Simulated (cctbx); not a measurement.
# Be2SiBi2O7: as given, inverted or twinned?

Space group P-42_1m (no. 113), a = 7.5740 Å, b = 7.5740 Å, c = 4.9250 Å, α = 90.00°, β = 90.00°, γ = 90.00°.

```csv
atom,mult.,x,y,z,Ueq (Å²)
Bi1,4,0.3403,0.8403,0.4855,0.0180
Si1,2,1/2,1/2,0,0.0390
O1,8,0.6624,0.4167,0.2015,0.0365
O2,4,0.8565,0.3565,0.6996,0.0488
O3,2,1/2,0,0.8179,0.0450
Be1,4,0.8595,0.3595,0.0527,0.0466
```

This is a model crystal, built by substitution and not relaxed, with assumed displacement parameters.

Data sets are simulated with cctbx and refined with Bijvoet mates kept apart; Flack x is then fitted as the share of an inverted twin with the atoms fixed, Hooft y from the Bijvoet differences. The group is acentric but holds improper operations, so there is an absolute structure (orientation) and no hand.

Untwinned crystal. What Flack and Hooft values should come out?

| λ (Å) | extinction (unmodelled) | d min (Å) | top counts | error (%) | model | R1 | Flack x | s.u. | Hooft y | s.u. | pairs |
| --- | --- | --- | --- | --- | --- | --- | --- | --- | --- | --- | --- |
| 0.71073 | 0 | 0.77 | 20000 | 3 | as given | 0.0086 | -0.006 | 0.018 | 0.004 | 0.017 | 137 |
| 0.71073 | 0 | 0.77 | 20000 | 3 | inverted | 0.0222 | 1.03 | 0.02 | 1.029 | 0.018 | 137 |
| 1.54184 | 0 | 0.83 | 40000 | 2 | as given | 0.0048 | -0.006 | 0.01 | -0.009 | 0.013 | 106 |

With Mo Kα, x is within 3 s.u. of 0, so the absolute structure is right. With Cu Kα, x is within 3 s.u. of 0, so the absolute structure is right. Inverting the model turns x into about 1 − x.

A further crystal gives:

| λ (Å) | extinction (unmodelled) | d min (Å) | top counts | error (%) | model | R1 | Flack x | s.u. | Hooft y | s.u. | pairs |
| --- | --- | --- | --- | --- | --- | --- | --- | --- | --- | --- | --- |
| 0.71073 | 0 | 0.75 | 20000 | 3 | as given | 0.0100 | 0.314 | 0.012 | 0.315 | 0.014 | 146 |

**Question.** What is it?

It was simulated as an inversion twin with a fraction 0.3 of the inverted domain. Flack x is over 3 s.u. from both 0 and 1 and reads that fraction.

[Logs are printed without paths, hosts, clocks, repeated set-up lines and the standing remarks that a program may print on its own settings, such as how far it seeks lower states.]
